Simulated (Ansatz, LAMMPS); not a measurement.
**Liquid (Cs,K,Li)F at 1680 K (82 atoms): support functions against a reference**

Wanted: errors and times of a linear-scaling basis for liquid (Cs,K,Li)F at 1680 K (82 atoms). A setting counts as converged where the r.m.s. difference of forces stays under 1 % of the r.m.s. force.

Calculated with Ansatz 0.2.0; Kohn-Sham DFT, PBE, PAW (set soft_2), plane waves.

### Step 1. The system as given

The cell holds 82 atoms: 15 Cs, 8 K, 18 Li and 41 F. Cell: a = 13.341 Å, b = 13.341 Å, c = 13.341 Å, α = 90.0°, β = 90.0°, γ = 90.0°. 82 atoms (15 Cs, 8 K, 18 Li, 41 F) placed at random at 2.25 g/cm³, melted at 1800 K for 10 ps at fixed volume with the Lennard-Jones and Coulomb ion parameters for SPC/E (Joung and Cheatham, J. Phys. Chem. B 112, 9020 (2008)), full charges. Snapshot at the end of a hold of 20 ps at 1680 K and fixed volume.

Before any run, some limits are plain. The starting topology of bonds comes from the classical model, and needn't be the one that DFT or experiment would give. The ion parameters were fitted for water, not for melts, so the starting structure of this cell may lie well off the real melt's. Sampling is at Γ alone, for a cell whose shortest periodic width is 13 Å. The levels lack spin–orbit coupling, which is large for the heavy elements here.

### Step 2. The classical run that made the cell

A classical potential makes the cell, at a small fraction of what the same run would cost in DFT.

This step: classical MD, Lennard-Jones and Coulomb ion parameters for SPC/E (Joung and Cheatham, J. Phys. Chem. B 112, 9020 (2008)), full charges (LAMMPS 22 Jul 2025 - Update 4).

Input file in.lmp:

```
# melt-quench of Cs15K8Li18F41
units metal
atom_style charge
boundary p p p
region box block 0 13.3410 0 13.3410 0 13.3410
create_box 4 box
mass 1 132.9055   # Cs
mass 2 39.0983   # K
mass 3 6.9400   # Li
mass 4 18.9984   # F
create_atoms 1 random 15 886784 NULL overlap 2.2 maxtry 2000
create_atoms 2 random 8 886791 NULL overlap 2.2 maxtry 2000
create_atoms 3 random 18 886798 NULL overlap 2.2 maxtry 2000
create_atoms 4 random 41 886805 NULL overlap 2.2 maxtry 2000
pair_style lj/cut/coul/long 9.0
pair_modify mix arithmetic tail yes
pair_coeff 1 1 0.003897 3.6010   # Cs
pair_coeff 2 2 0.018634 2.8384   # K
pair_coeff 3 3 0.014602 1.4094   # Li
pair_coeff 4 4 0.000321 4.0215   # F
set type 1 charge 1
set type 2 charge 1
set type 3 charge 1
set type 4 charge -1
kspace_style pppm 1.0e-4
neigh_modify delay 0 every 1 check yes
thermo_style custom step time temp pe press density
thermo_modify norm yes
timestep 0.002
thermo 100
min_style cg
minimize 1e-4 1e-4 200 2000
reset_timestep 0
velocity all create 1800 886785 mom yes dist gaussian
# [... 14 lines left out ...]
compute msd all msd com yes
thermo 2500
fix md all nvt temp 1680 1680 0.2
run 10000 post no
print "== T1680: mean square displacement over the hold $(c_msd[4]:%.2f) A^2"
unfix md
uncompute msd
write_dump all custom T1680.dump id type xs ys zs modify sort id
```

Launch:

```console
lmp -in in.lmp -log none -nocite
```

Standard output:

```text
LAMMPS (22 Jul 2025 - Update 4)
Created orthogonal box = (0 0 0) to (13.341 13.341 13.341)
Created 15 atoms
Created 8 atoms
Created 18 atoms
Created 41 atoms
PPPM initialization ...
  G vector (1/distance) = 0.30794473
  grid = 9 9 9
  estimated relative force accuracy = 8.0716907e-05
   Step          Time           Temp          PotEng         Press         Density
         0   0              0             -0.91766664     88939.618      2.2450145
        83   0.166          0             -4.4456906     -12515.233      2.2450145
Loop time of 0.0258451 s on 1 MPI rank(s) for 83 steps with 82 atoms
Minimization stats:
  Stopping criterion = energy tolerance
[... 18 lines left out ...]
Loop time of 0.937849 s on 1 MPI rank(s) for 5000 steps with 82 atoms
   Step          Time           Temp          PotEng         Press         Density
[... 5 lines left out ...]
Loop time of 0.468469 s on 1 MPI rank(s) for 2500 steps with 82 atoms
   Step          Time           Temp          PotEng         Press         Density
[... 2 lines left out ...]
     12500   25             1762.0073     -4.2199559      6105.5793      2.2450145
     15000   30             1592.9836     -4.2393432      2057.5979      2.2450145
     17500   35             1630.6877     -4.2237194     -8638.3187      2.2450145
     18500   37             1705.1402     -4.2392436     -5154.7963      2.2450145
Loop time of 1.87007 s on 1 MPI rank(s) for 10000 steps with 82 atoms
== T1680: mean square displacement over the hold 114.43 A^2
```

It took 3.6 s on 1 thread of Arm Neoverse V2, shared host; peak memory 0.068 GiB.

### Step 3. Plane-wave single point

The first run fixes the reference, at a cutoff of 420 eV.

Input file input.yaml:

```yaml
crystal:
  lattice:
    - [13.341, 0.0, 0.0]
    - [0.0, 13.341, 0.0]
    - [0.0, 0.0, 13.341]
  atoms:
    - { symbol: Cs, position: [0.31536, 0.43498, 0.14962] }
    - { symbol: Cs, position: [0.89775, 0.0609, 0.67774] }
    - { symbol: Cs, position: [0.79568, 0.3454, 0.97743] }
    - { symbol: Cs, position: [0.80702, 0.203, 0.38279] }
    - { symbol: Cs, position: [0.18638, 0.11282, 0.33453] }
    - { symbol: Cs, position: [0.79787, 0.52805, 0.62874] }
    - { symbol: Cs, position: [0.60803, 0.69937, 0.46782] }
    - { symbol: Cs, position: [0.27609, 0.1268, 0.71724] }
    - { symbol: Cs, position: [0.35035, 0.68372, 0.67348] }
    - { symbol: Cs, position: [0.98319, 0.70929, 0.63748] }
    - { symbol: Cs, position: [0.0777, 0.89628, 0.05316] }
    - { symbol: Cs, position: [0.36302, 0.15045, 0.01429] }
    - { symbol: Cs, position: [0.32975, 0.43412, 0.81976] }
    - { symbol: Cs, position: [0.4148, 0.32809, 0.4193] }
    - { symbol: Cs, position: [0.21356, 0.73234, 0.36599] }
    - { symbol: K, position: [0.63183, 0.64158, 0.85164] }
    - { symbol: K, position: [0.81626, 0.84615, 0.25836] }
    - { symbol: K, position: [0.0847, 0.60943, 0.14025] }
    - { symbol: K, position: [0.58809, 0.9095, 0.27519] }
    - { symbol: K, position: [0.07047, 0.46877, 0.73807] }
    - { symbol: K, position: [0.83746, 0.832, 0.89201] }
    - { symbol: K, position: [0.43043, 0.74666, 0.14126] }
    - { symbol: K, position: [0.55084, 0.13686, 0.74586] }
    - { symbol: Li, position: [0.84337, 0.08521, 0.10391] }
    - { symbol: Li, position: [0.59011, 0.01093, 0.99972] }
    - { symbol: Li, position: [0.0377, 0.07846, 0.91272] }
    - { symbol: Li, position: [0.59442, 0.05031, 0.47181] }
    - { symbol: Li, position: [0.80193, 0.83105, 0.52547] }
    - { symbol: Li, position: [0.59798, 0.8705, 0.67726] }
    - { symbol: Li, position: [0.13688, 0.47088, 0.5136] }
    - { symbol: Li, position: [0.54858, 0.34178, 0.89666] }
    - { symbol: Li, position: [0.11498, 0.39784, 0.28692] }
    - { symbol: Li, position: [0.69704, 0.61795, 0.14163] }
    - { symbol: Li, position: [0.08365, 0.27676, 0.02417] }
    - { symbol: Li, position: [0.91216, 0.55231, 0.41123] }
    - { symbol: Li, position: [0.38744, 0.97294, 0.46063] }
    - { symbol: Li, position: [0.88296, 0.59917, 0.01839] }
    - { symbol: Li, position: [0.06661, 0.25006, 0.74184] }
    - { symbol: Li, position: [0.99868, 0.947, 0.38815] }
    - { symbol: Li, position: [0.45554, 0.84429, 0.87892] }
    - { symbol: Li, position: [0.01698, 0.27824, 0.53168] }
    - { symbol: F, position: [0.60531, 0.23426, 0.47699] }
    - { symbol: F, position: [0.45676, 0.56204, 0.49159] }
    - { symbol: F, position: [0.40837, 0.70752, 0.91206] }
    - { symbol: F, position: [0.58329, 0.90238, 0.83895] }
    - { symbol: F, position: [0.08947, 0.34478, 0.89042] }
    - { symbol: F, position: [0.80833, 0.65959, 0.4462] }
    - { symbol: F, position: [0.14941, 0.13645, 0.99666] }
    - { symbol: F, position: [0.98077, 0.49201, 0.52554] }
    - { symbol: F, position: [0.59354, 0.7215, 0.66354] }
    - { symbol: F, position: [0.45468, 0.33395, 0.03976] }
    - { symbol: F, position: [0.54773, 0.99227, 0.60969] }
    - { symbol: F, position: [0.40729, 0.82276, 0.42163] }
    - { symbol: F, position: [0.93106, 0.88982, 0.49595] }
    - { symbol: F, position: [0.02767, 0.86137, 0.84097] }
    - { symbol: F, position: [0.08799, 0.1031, 0.7666] }
    - { symbol: F, position: [0.93059, 0.02334, 0.20466] }
    - { symbol: F, position: [0.12676, 0.51855, 0.38098] }
    - { symbol: F, position: [0.75747, 0.6812, 0.99798] }
    - { symbol: F, position: [0.91027, 0.28067, 0.6686] }
    - { symbol: F, position: [0.68475, 0.02027, 0.12315] }
    - { symbol: F, position: [0.2742, 0.63044, 0.15699] }
    - { symbol: F, position: [0.46241, 0.05193, 0.38044] }
    - { symbol: F, position: [0.18837, 0.56696, 0.62883] }
    - { symbol: F, position: [0.82423, 0.49507, 0.12084] }
    - { symbol: F, position: [0.43283, 0.26732, 0.83522] }
    - { symbol: F, position: [0.55158, 0.47177, 0.8336] }
    - { symbol: F, position: [0.79662, 0.78084, 0.68656] }
    - { symbol: F, position: [0.60232, 0.15608, 0.95019] }
    - { symbol: F, position: [0.12517, 0.34072, 0.59903] }
    - { symbol: F, position: [0.26265, 0.0621, 0.51797] }
    - { symbol: F, position: [0.92365, 0.70676, 0.12245] }
    - { symbol: F, position: [0.89785, 0.55985, 0.87032] }
    - { symbol: F, position: [0.01238, 0.09622, 0.49486] }
    - { symbol: F, position: [0.23616, 0.30857, 0.301] }
    - { symbol: F, position: [0.48906, 0.89653, 0.02081] }
    - { symbol: F, position: [0.07229, 0.39697, 0.13296] }
    - { symbol: F, position: [0.70557, 0.92998, 0.44091] }
    - { symbol: F, position: [0.02268, 0.28392, 0.3414] }
    - { symbol: F, position: [0.91029, 0.08771, 0.96283] }
    - { symbol: F, position: [0.08242, 0.82504, 0.27406] }
    - { symbol: F, position: [0.63074, 0.72061, 0.22812] }
kpoints:
  mp_grid: { grid: [1, 1, 1] }
hamiltonian:
  xc: pbe
scf:
  occupations: { method: fixed }
output:
  forces: true
  stress: true
  populations: true
  dos:
    method: { smearing: { sigma: 0.1 } }
    de: 0.1
    projected: { site_lists: { Cs: [Cs], F: [F], K: [K], Li: [Li] } }
  eigenvalues: true
  write_density: true
  write_potential: true
  volumetric_format: npy
```

Launch:

```console
ansatz run input.yaml --threads 4 --pin off --max-ram 8192MiB --backend cpu --events-out ev --progress --plain --runs-dir out
```

Standard output:

```text
Engine: ansatz 0.2.0, aarch64-unknown-linux-gnu
Pseudopotentials: kind: paw
Pseudopotential: Cs, paw, valence charge 9, recommended cutoff 420 eV (normal), Cs.paw.azcp
Pseudopotential: K, paw, valence charge 9, recommended cutoff 420 eV (normal), K.paw.azcp
Pseudopotential: Li, paw, valence charge 3, recommended cutoff 420 eV (normal), Li.paw.azcp
Pseudopotential: F, paw, valence charge 7, recommended cutoff 420 eV (normal), F.paw.azcp
[... 5 lines on functional and potentials left out ...]
Crystal: 82 atoms, lattice volume = 2374.462 Å³
Basis set: ecut = 420 eV, 46297 PW (Γ), exchange–correlation on 180×180×180 points (8 copies of the dense FFT grid, shifted against one another)
Bands: 356, of which v1, the nominal top of the filled ones, is band 274 counted from 1 (273 counted from 0)
Symmetry: 1 space group operations
Space group: P1 (ITA 1), of the structure as read, at distance tolerance 1.3e-4 Å
k-points: 1
[... 9 lines on functional and potentials left out ...]
Initial density: superposition of atomic densities (neutral atoms: chi_scale 0, normalization atom), corrected by the library's trained network
Initial wavefunctions: pseudopotential atomic-orbital guess
Functional: x = pbe(κ = 0.804, μ = 0.219515), c = pbe(β = 0.066725)
SCF iter   1: F=—  HF=-134280.881510 eV  |F-HF|=—  |Δ(HF+E_count)|=         —  Δρ=1.62e-3  dr2=1.26e-1  ethr=1.77e-3  ⟨swp⟩=6.0  Hψ=1283  notcnv=0  defer=79
preconditioner: auto → Resta (q_TF=auto, 2.137 Å⁻¹)  ε∞=3.1  [insulator: Δε(μ)=2.944 eV  Ē_g=10.341 eV  n_scr=388 (ndim 8)  ℏωp=14.9 eV  f_vac=0.311  ε∞_Penn≈3.1]
SCF iter   2: F=—  HF=-134280.865109 eV  |F-HF|=—  |Δ(HF+E_count)|=   1.64e-2  Δρ=9.78e-4  dr2=4.25e-2  ethr=2.30e-5  ⟨swp⟩=2.0  Hψ=644  notcnv=0  defer=80
SCF iter   3: F=—  HF=-134280.859377 eV  |F-HF|=—  |Δ(HF+E_count)|=   5.73e-3  Δρ=4.84e-4  dr2=1.76e-2  ethr=7.76e-6  ⟨swp⟩=3.0  Hψ=523  notcnv=0  defer=80
SCF iter   4: F=—  HF=-134280.854751 eV  |F-HF|=—  |Δ(HF+E_count)|=   4.63e-3  Δρ=1.85e-4  dr2=1.24e-3  ethr=3.22e-6  ⟨swp⟩=3.0  Hψ=478  notcnv=0  defer=80
SCF iter   5: F=—  HF=-134280.854651 eV  |F-HF|=—  |Δ(HF+E_count)|=   9.94e-5  Δρ=1.85e-4  dr2=5.89e-4  ethr=2.27e-7  ⟨swp⟩=2.0  Hψ=531  notcnv=0  defer=80
SCF iter   6: F=—  HF=-134280.854596 eV  |F-HF|=—  |Δ(HF+E_count)|=   5.55e-5  Δρ=4.58e-5  dr2=5.00e-5  ethr=1.07e-7  ⟨swp⟩=3.0  Hψ=532  notcnv=0  defer=79
SCF iter   7: F=—  HF=-134280.855438 eV  |F-HF|=—  |Δ(HF+E_count)|=   8.42e-4  Δρ=1.49e-5  dr2=6.04e-6  ethr=9.13e-9  ⟨swp⟩=2.0  Hψ=685  notcnv=0  defer=80
SCF iter   8: F=—  HF=-134280.855439 eV  |F-HF|=—  |Δ(HF+E_count)|=   1.26e-6  Δρ=1.36e-5  dr2=3.13e-6  ethr=1.10e-9  ⟨swp⟩=2.0  Hψ=529  notcnv=0  defer=80
SCF iter   9: F=—  HF=-134280.855439 eV  |F-HF|=—  |Δ(HF+E_count)|=   5.21e-7  Δρ=1.93e-6  dr2=1.31e-7  ethr=5.71e-10  ⟨swp⟩=2.0  Hψ=529  notcnv=0  defer=80
SCF iter  10: F=-134280.855439 eV  HF=-134280.855439 eV  |F-HF|=1.73e-8  |Δ(HF+E_count)|=   4.88e-8  Δρ=1.33e-6  dr2=3.32e-8  ethr=1.82e-11  ⟨swp⟩=21.0  Hψ=3388  notcnv=0
SCF 1 converged in 10 iterations: F = -134280.855439 eV  dr2 = 3.32e-8
  greatest PAW one-centre occupation: 1.000 electrons in one spin orbital (limit 2), on the Li atom at site 35 (counted from 0), in its partial waves of l = 0
WARN: The input density's exchange-correlation potential varies sharply where the density is thin. Do not read a vacuum level from v_tot or v_xc, or from such a field of the output density. On a cell that repeats whose density bears no net charge and no dipole along the vacuum's axis use v_es (v_loc + v_h of the components); [...]
SCF converged after 10 iterations
Free energy (F): -134280.855439 eV
Harris-Foulkes:  -134280.855439 eV  (|F-HF|=1.73e-8)
Internal energy: -134280.855439 eV  (E = F + TS)
E sigma→0 (E₀):  -134280.855439 eV
Fermi energy:    0.377636 eV
--- Per-component energies (eV) ---
  E_band       = -5782.032704
  E_kinetic    = 12995.717864
  E_local      = -50933.063418  (includes V_loc(G=0)·N_el)
  E_nonlocal   = 2954.115113
  E_hartree    = 20173.195560
  E_xc         = -7185.416623
  E_vxc        = -7685.946900  (∫ρ·V_xc dr)
  E_paw        = -90838.451062  (= ΣΔE_a)
  E_vpaw       = -3459.335916  (= ΣTr[D̂ρ^β])
  E_aug_tail   = 0.084364  (compensation charges beyond the density's cutoff)
  E_ewald      = -21447.037236
  E_smearing   = -0.000000  (= −TS)
  E_closure    = 0.000000  (closes the sum)
  Σ components = -134280.855439   (vs F -134280.855439, Δ=0.00e0)
--- Forces (eV/Å), atoms counted from 1 ---
  atom   1  Cs    -0.01715817    -0.14727082     0.03445281
  atom   2  Cs     0.22464321    -0.26822555    -0.35415613
  atom   3  Cs     0.27986494     0.28507062     0.08865261
  atom   4  Cs     0.37800441    -0.04418108    -0.04438680
  atom   5  Cs    -0.52408656     0.28005804     0.11787725
  atom   6  Cs    -0.64689866    -0.40591415     0.40256544
  atom   7  Cs    -1.00407850    -0.14155631    -0.55756241
  atom   8  Cs     0.11158019    -0.28628915    -0.68681116
  atom   9  Cs     0.62015888     0.02054962    -0.47185382
  atom  10  Cs     0.60957173     0.75220808     0.20789610
  atom  11  Cs    -0.24781856    -0.15190436     0.37720221
  atom  12  Cs     0.48811949     0.12601419     0.15321873
  atom  13  Cs     0.24176189     0.35626685     0.20614805
  atom  14  Cs     0.33154221     0.10011224     0.27002426
[...]
atom  81  F     -0.82061885     1.04590202    -0.17793090
  atom  82  F      0.19806114    -0.32976487    -0.48506143
  max |Σ_I F_I| component: 5.72e-5 eV/Å
--- Stress (GPa, compression-positive) ---
       -1.721990       0.191003       0.359238
        0.191003      -2.887813      -0.253579
        0.359238      -0.253578      -3.146294
  P = ⅓ Tr σ = -2.5854 GPa (-25.854 kbar)
--- Band table (eV) ---
  k-point 0: bands = ["-45.2045", "-45.1262", "-44.5493", "-44.4351", [... 340 levels ...], "7.4019", "7.4209", "7.4581", "7.4810", "7.5514", "7.5616", "7.5947", "7.6279", "7.6459", "7.6608", "7.7463", "7.7485"]
--- Löwdin populations: 82 sites ---
  site symbol       q [e]
     0     Cs      8.0461
     1     Cs      8.0605
     2     Cs      8.0487
[...]
81      F      7.7839
  spilling = 0.006585 (of n_electrons = 548.000000)
```

It took 31 s on 4 threads of Arm Neoverse V2, shared host; peak memory 2.7 GiB.

The column dr2 measures how far the density is from self-consistency, as an energy; F and HF (Harris–Foulkes) agree once it is small.

The program notes that the exchange-correlation potential is rough where the density is thin.

Read from the output:

```yaml
free_energy: -134280.8554 eV
free_energy_per_atom: -1637.5714 eV/atom
scf_cycles: 10
pressure: -2.585 GPa
r_m_s_force_component: 0.4325 eV/Å
longest_force: 1.692 eV/Å
fermi_energy: 0.3776 eV
spacing_of_highest_filled_and_lowest_empty_level: 2.854 eV
spilling_of_the_projection: 0.006585
```

The r.m.s. force component of 0.43 eV/Å sets the scale for the differences below.

### Step 4. Support functions low

With localised support functions most steps grow linearly with size, though the diagonalisation grows faster unless the density matrix is cut; this run measures error and cost at this size.

This step: Kohn-Sham DFT, PBE, PAW (set soft_2), localised support functions (low) (Ansatz 0.2.0).

input.yaml, the sections that differ from step 3:

```yaml
scf:
  occupations: { method: fixed }
  eigensolver: { kind: { support_functions: { accuracy: low } } }
  max_iter: 150
output:
  forces: true
  eigenvalues: true
# crystal, kpoints, hamiltonian: as in step 3
```

Standard output:

```text
Warning: scf.eigensolver.kind.support_functions: disabling space-group detection — the functions' gradient is summed over unrotated k-points, so no spatial operation reduces the k-mesh or symmetrises the density; time reversal is kept, so that k and −k are solved as one point where they differ and the mesh holds both, and exact exchange and, on two spinor components, a DFT+U term hold to it where the run has them: [...]
settings of this run that can trade accuracy for cost: scf.eigensolver.kind.support_functions; scf.eigensolver.kind.support_functions.accuracy: low [...]
[...]
Crystal: 82 atoms, lattice volume = 2374.462 Å³
Basis set: ecut = 420 eV, 46297 PW (Γ), exchange–correlation on 240×240×240 points (8 copies of the dense FFT grid, shifted against one another)
Bands: 329, of which v1, the nominal top of the filled ones, is band 274 counted from 1 (273 counted from 0)
Symmetry: 1 space group operations
k-points: 1
[...]
SCF iter   1: F=—  HF=-134324.731235 eV  |F-HF|=—  |Δ(HF+E_count)|=         —  Δρ=1.15e-1  dr2=5.52e2  ethr=1.00e-1
[...]
SCF iter  16: F=—  HF=-134281.164190 eV  |F-HF|=—  |Δ(HF+E_count)|=   1.61e-3  Δρ=3.25e-5  dr2=4.05e-5  ethr=1.88e-8  κ⁻¹=9.8e-5(r=7)
SCF iter  17: F=-134281.165522 eV  HF=-134281.165530 eV  |F-HF|=7.64e-6  |Δ(HF+E_count)|=   1.34e-3  Δρ=1.72e-5  dr2=1.48e-5  ethr=7.39e-9
SCF 1 converged in 17 iterations: F = -134281.185102 eV  dr2 = 1.48e-5
[...]
SCF converged after 17 iterations
Stability not checked: this state was not tested for a lower state beside it, because the mixer in use, unlike msr1, does not test its closes by its own steps (another_mixer; see scf.mixing.algorithm and scf.lower_state_search)
Free energy (F): -134281.185102 eV
[...]
Internal energy: -134281.185102 eV  (E = F + TS)
E sigma→0 (E₀):  -134281.185102 eV
Fermi energy:    0.378331 eV
[...]
Σ components = -134281.185102   (vs F -134281.185102, Δ=0.00e0)
--- Forces (eV/Å), atoms counted from 1 ---
  atom   1  Cs    -0.01751335    -0.14712730     0.03436885
  atom   2  Cs     0.22457426    -0.26861632    -0.35407191
  atom   3  Cs     0.27994056     0.28478785     0.08855377
  atom   4  Cs     0.37867409    -0.04446217    -0.04421376
[...]
atom  82  F      0.19833248    -0.33003869    -0.48500783
  max |Σ_I F_I| component: 2.57e-3 eV/Å
--- Band table (eV) ---
[...]
```

The job ended after 4.7 min (4 threads; peak memory 6.8 GiB; 19 min of CPU time).

The program notes that the band table was not solved further than the SCF left it and it switched symmetry off.

Keys that differ from the reference: support_functions.accuracy = "low" and scf.max_iter = 150.

Forces differ from the reference by 0.48 meV/Å r.m.s., 0.11 % of their size, well within a tolerance of 1 %; the energy by -4.0 meV/atom. It took roughly 9.0 times the reference's time (one timing each, with unlike analyses asked), in 17 cycles against 10.

(Continued in part 2 of 2.)

[Long decimals in the printed logs are rounded to 6 places.]

[Logs are printed without paths, hosts, clocks, repeated set-up lines and the standing remarks that a program may print on its own settings, such as how far it seeks lower states.]

[Hosts, paths, dates, database ids (printed as entryN), source tags and the programs' standing remarks are cut or masked in the printed files.]
